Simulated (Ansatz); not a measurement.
Planning a GW calculation on InP (F-43m).

Symmetry: F-43m, No. 216, cubic system. Conventional cell: a = 5.869 Å, b = 5.869 Å, c = 5.869 Å, α = 90.00°, β = 90.00°, γ = 90.00°. In has 4 P at 2.54 Å nearest. Nearest to P lie 4 In at 2.54 Å. Farther neighbours are not listed.

```
In P
1.0
     0.00000    2.93435    2.93435
     2.93435    0.00000    2.93435
     2.93435    2.93435    0.00000
In P
1 1
Direct
  0.00000 0.00000 0.00000
  0.25000 0.25000 0.25000
```

The cell and positions come from the Crystallography Open Database and are kept as given unless a step says otherwise.

Runs so far (Ansatz 0.2.0, start PBE, PAW set soft_1 files, 4×4×4 mesh). Times are wall times on 1 × NVIDIA H100 80GB HBM3 (shared by 6 runs) with 3 threads of AMD EPYC 7R13 (Zen 3), shared host, good to a factor of about two.

```
bands summed  cutoff (eV)  gap on the mesh (eV)  time
          49           50                 1.177  13 s
         123          100                 1.176  13 s
         219          150                 1.154  12 s
         383          220                 1.137  18 s
```

What should the next rung give, with 605 bands and screening to 300 eV, and where is the limit?

The error falls about as one over the bands when the cutoff rises with them. A line through the two highest rungs given predicts 1.129 eV; the run gave 1.135 eV, a miss of 0.006 eV, so the law fails here: the steps don't follow it yet. The two highest rungs put the limit near 1.132 eV, the pair below near 1.115 eV; neither can be trusted until a further rung is run.

Gaps are over the mesh's points; an edge off the mesh would be missed. Limits: not at the basis limit; mesh may overstate the screening; no spin-orbit coupling; coarse k mesh.

[Paths, hosts, dates, memory and timing lines, banners, echoed tables and standing remarks are left out of the program output.]

[Logs are printed without paths, hosts, clocks, repeated set-up lines and the standing remarks that a program may print on its own settings, such as how far it seeks lower states.]

[Runs of the session that timed out or met a known fault of the program may be left out.]

[Cells called generated may have been cut or substituted from an entry of the Crystallography Open Database or the Materials Project.]

[Hosts, paths, dates, database ids (printed as entryN), source tags and the programs' standing remarks are cut or masked in the printed files.]
